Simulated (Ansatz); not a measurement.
## Cs on W(110): change of the work function: cost of one run

Ansatz 0.2.0; plane-wave DFT, PBE, Ansatz PAW. The cell holds 17 atoms.

File input.yaml:

```yaml
crystal:
  lattice:
    - [4.468914857, -3.16, 0.0]
    - [4.468914857, 3.16, 0.0]
    - [0.0, 0.0, 28.5949570459]
  atoms:
    - { symbol: W, position: [0.0, 0.0, 0.314740812] }
    - { symbol: W, position: [0.25, 0.25, 0.3928824726] }
    - { symbol: W, position: [0.0, 0.0, 0.4723487673] }
[... 8 atom lines left out ...]
    - { symbol: W, position: [0.75, 0.25, 0.5490115468] }
    - { symbol: W, position: [0.5, 0.5, 0.314740812] }
    - { symbol: W, position: [0.75, 0.75, 0.3928824726] }
    - { symbol: W, position: [0.5, 0.5, 0.4723487673] }
    - { symbol: W, position: [0.75, 0.75, 0.5490115468] }
    - { symbol: Cs, position: [0.42, 0.42, 0.685259188] }
kpoints:
  mp_grid: { grid: [6, 6, 1] }
hamiltonian:
  xc: pbe
scf:
  occupations: { method: fermi_dirac, width: 0.1 }
  convergence: { dr2_threshold: 1.0e-08 }
efield:
  axis: 3
  dipole_correction: true
  ramp_position: 0.97
  ramp_width: 0.06
relax:
  f_tol: 0.02
  max_steps: 60
  constraints: [{ sites: [0, 1, 4, 5, 8, 9, 12, 13] }]
output:
  dos: { projected: true, e_range: [-8, 4] }
  write_potential: true
  write_density: true
  volumetric_format: npy
  elf: true
```

The run is started by

```
$ ansatz run input.yaml --threads 4 --pin off --max-ram 6144MiB --backend cpu --events-out ev --progress --plain --runs-dir out
```

The cutoff in use is 420 eV. For reference, a run of the same kind (4 atoms, 43 k-points, 34 bands and 3,461 plane waves; 34 SCF cycles) took 12 s and 0.66 GiB on the same hardware.

**Question.** How long does this run take on 4 threads of Intel Xeon 6975P-C (Granite Rapids), shared host, and how much memory does it need?

A cutoff of 420 eV is a sphere of radius 10.5 Å⁻¹, so a cell of 808 Å³ holds about V·G³/6π² = 15,784 plane waves. At two electrons a band, the 233 electrons need 117 bands, and 23 more are carried. Symmetry cuts the 6×6×1 mesh from 36 to 13 points. The run has 13 k-points, 140 bands and 15,759 plane waves. Taking the work of a cycle as k-points × spins × bands × plane waves, that is 5.7 times the reference, or 67 s at the reference's 34 cycles. The run needed 106 SCF cycles over 12 ionic steps, which makes it about 3.5 min. One copy of the wavefunctions takes 0.43 GiB at 16 bytes a coefficient, against 0.075 GiB in the reference; grids, projectors and work arrays come on top. Measured: about 3.7 min, with a peak of 3.2 GiB. The estimate holds within 25 %.

[Logs are printed without paths, hosts, clocks, repeated set-up lines and the standing remarks that a program may print on its own settings, such as how far it seeks lower states.]

[Hosts, paths, dates, database ids (printed as entryN), source tags and the programs' standing remarks are cut or masked in the printed files.]

[Maps of the electrostatic potential energy from Ansatz leave out the sawtooth potential of an applied field or a dipole correction, so their vacuum need not be flat; planar profiles and work functions include it.]
